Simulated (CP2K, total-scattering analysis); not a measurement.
## From S(Q) to neighbour shells

The sample: acetonitrile (16 acetonitrile; C 33.3, N 16.7, H 50.0 atom %) at 300 K, fixed volume, ρ₀ = 0.0687 Å⁻³. The data come from ab initio molecular dynamics with CP2K (revPBE-D3(BJ), Gaussian and plane waves, DZVP-MOLOPT-SR basis, GTH potentials, 300 Ry, CSVR thermostat, no spin, fixed volume, H with the mass of D). The average runs over 0.61 ps of 96 atoms, so shells between rare elements are rough. Mean temperature 300 K, largest m.s.d. 2.98 Å², energy drift -2 meV an atom (last third less first, no steady trend); the first quarter of the run is discarded. Start: last frame of a classical run of this cell at the same density and temperature. So short a stretch relaxes bonds and nearest shells but still remembers its start. It is a liquid as far as so short a run tells.

S(Q) is the Faber–Ziman total, Σ ci cj fi fj (Sij − 1)/⟨f⟩² + 1. Below 4 Å⁻¹ the partials are summed on the cell's own reciprocal vectors (from 0.56 Å⁻¹) and folded with a Gaussian of σ = 0.12 Å⁻¹; above it they are transforms of g(r) out to 7.6 Å, tapered over the last 40 %. The fold lowers sharp peaks, and with so few vectors their positions are good to about 0.1 Å⁻¹. X-rays take neutral-atom form factors, neutrons coherent lengths (C 6.6472, N 9.36, H 6.6681 fm). Hydrogen is taken as deuterium. G(r) = 4πrρ₀[g(r) − 1] carries the resolution of a Lorch-windowed transform up to 20 Å⁻¹. The patterns are simulated, not measured. The cell is small: beyond half the box only the part of each shell inside it is counted, and low-Q values rest on few vectors.

```csv
Q (Å⁻¹),X-ray,neutron
0.6,-0.25,0.23
0.9,-0.13,0.32
1.2,0.60,0.78
1.5,2.25,1.96
1.8,2.69,1.83
2.1,1.60,1.36
2.4,0.94,0.99
2.7,0.66,0.79
3.0,0.68,0.76
3.3,0.64,0.71
3.6,0.66,0.74
3.9,0.63,0.82
4.2,0.64,0.90
4.5,0.71,0.93
4.8,0.84,0.90
5.1,1.03,0.86
5.4,1.20,0.87
5.7,1.27,0.94
6.0,1.24,1.04
6.3,1.16,1.13
6.6,1.07,1.18
6.9,1.04,1.16
7.2,1.05,1.13
7.5,1.05,1.12
7.8,1.02,1.10
8.1,0.97,1.07
8.4,0.92,1.02
8.7,0.88,0.96
9.0,0.87,0.90
9.3,0.90,0.86
9.6,0.97,0.88
9.9,1.02,0.91
10.2,1.04,0.95
10.5,1.03,0.97
10.8,1.00,0.97
11.1,0.98,0.97
11.4,0.98,0.98
11.7,0.99,1.02
12.0,1.02,1.07
```

G(r):

X-ray, r (Å) and value: 0.6 -0.45, 0.7 -0.37, 0.8 -0.62, 0.9 -0.61, 1.0 0.81, 1.1 2.75, 1.2 3.20, 1.3 2.30, 1.4 1.58, 1.5 1.06, 1.6 -0.15, 1.7 -1.42, 1.8 -1.67, 1.9 -1.41, 2.0 -1.38, 2.1 -1.43, 2.2 -1.48, 2.3 -1.69, 2.4 -1.54, 2.5 -0.75, 2.6 -0.17, 2.7 -0.60, 2.8 -1.55, 2.9 -1.99, 3.0 -1.74, 3.1 -1.28, 3.2 -0.86, 3.3 -0.47, 3.4 -0.09, 3.5 0.25, 3.6 0.49, 3.7 0.61, 3.8 0.65, 3.9 0.71, 4.0 0.83, 4.1 0.97, 4.2 1.00, 4.3 0.93, 4.4 0.92, 4.5 1.03, 4.6 1.09, 4.7 0.91, 4.8 0.62, 4.9 0.47, 5.0 0.44, 5.1 0.37, 5.2 0.22, 5.3 0.07, 5.4 -0.05, 5.5 -0.16, 5.6 -0.24, 5.7 -0.32, 5.8 -0.40, 5.9 -0.42, 6.0 -0.34

neutron, r (Å) and value: 0.6 -0.48, 0.7 -0.58, 0.8 -0.81, 0.9 -0.22, 1.0 1.65, 1.1 3.05, 1.2 2.29, 1.3 0.48, 1.4 -0.54, 1.5 -0.66, 1.6 -0.45, 1.7 -0.13, 1.8 0.07, 1.9 -0.07, 2.0 -0.27, 2.1 -0.33, 2.2 -0.68, 2.3 -1.30, 2.4 -1.49, 2.5 -1.16, 2.6 -0.88, 2.7 -0.99, 2.8 -1.20, 2.9 -1.09, 3.0 -0.49, 3.1 0.20, 3.2 0.43, 3.3 0.14, 3.4 -0.17, 3.5 -0.20, 3.6 -0.06, 3.7 0.05, 3.8 0.14, 3.9 0.25, 4.0 0.38, 4.1 0.49, 4.2 0.54, 4.3 0.55, 4.4 0.54, 4.5 0.55, 4.6 0.54, 4.7 0.49, 4.8 0.41, 4.9 0.35, 5.0 0.32, 5.1 0.27, 5.2 0.18, 5.3 0.09, 5.4 -0.01, 5.5 -0.10, 5.6 -0.15, 5.7 -0.15, 5.8 -0.13, 5.9 -0.12, 6.0 -0.13

**Question.** Which pairs make the maxima of G(r) below 4.5 Å, and what can the data say of the number of neighbours?

Each pair enters with the weight ci cj fi fj (2 − δij)/⟨f⟩², taking f = Z for X-rays at Q = 0: C–N 0.35 / 0.14; C–C 0.30 / 0.10; C–H 0.15 / 0.29; H–H 0.02 / 0.22; N–H 0.09 / 0.21; N–N 0.10 / 0.05 (X-ray / neutron).

| radiation | maximum (Å) | G (Å⁻²) | pairs that make it (share of the curvature of G, each pair at the same resolution) |
| --- | --- | --- | --- |
| X-ray | 1.17 | 3.30 | C–N 97 % |
| X-ray | 1.96 | -1.36 | a ripple of the cut in Q |
| X-ray | 2.61 | -0.14 | C–N 99 % |
| X-ray | 4.58 | 1.09 | C–N 65 %, C–C 33 % |
| neutron | 1.12 | 3.08 | C–H 73 %, C–N 27 % |
| neutron | 1.81 | 0.08 | H–H 100 % |
| neutron | 2.62 | -0.86 | C–N 86 % |
| neutron | 3.19 | 0.44 | N–H 92 % |
| neutron | 4.53 | 0.55 | C–N 49 %, C–C 30 %, N–H 21 % |

The first shell (C–H, 1.10 Å) shares its range with C–N (1.17 Å) and C–C (1.45 Å), so its area is a weighted sum. The maxima can be assigned, but 2 totals can't separate 6 partials, so the counts below come from the model itself.

From the coordinates:

```
pair  first peak (Å)  g there  first minimum (Å)  g there                neighbours                               kind
 C–H            1.10     30.7               1.40     0.00  1.5 H per C, 1.0 C per H                   within molecules
 C–N            1.17     33.7               1.50     0.00  0.5 N per C, 1.0 C per N                   within molecules
 C–C            1.45     17.2               1.86     0.00                       1.0                   within molecules
 H–H            1.78      9.2               2.10     0.08                       2.0                   within molecules
 N–H            3.15      4.4               3.56     0.98  8.1 H per N, 2.7 N per H  62 % within molecules at the peak
 N–N            3.81      1.5               4.41     0.98                       2.6                  between molecules
```

Distances within molecules give the sharpest pair functions, and with hydrogen they rule the neutron S(Q) at high Q: C–H 1.10 Å, C–N 1.17 Å, C–C 1.45 Å and H–H 1.78 Å (first peaks only). No H sits on O, N or F, so there are no conventional hydrogen bonds; the first peak of S(Q) reflects the packing of whole molecules.

[Logs are printed without paths, hosts, clocks, repeated set-up lines and the standing remarks that a program may print on its own settings, such as how far it seeks lower states.]
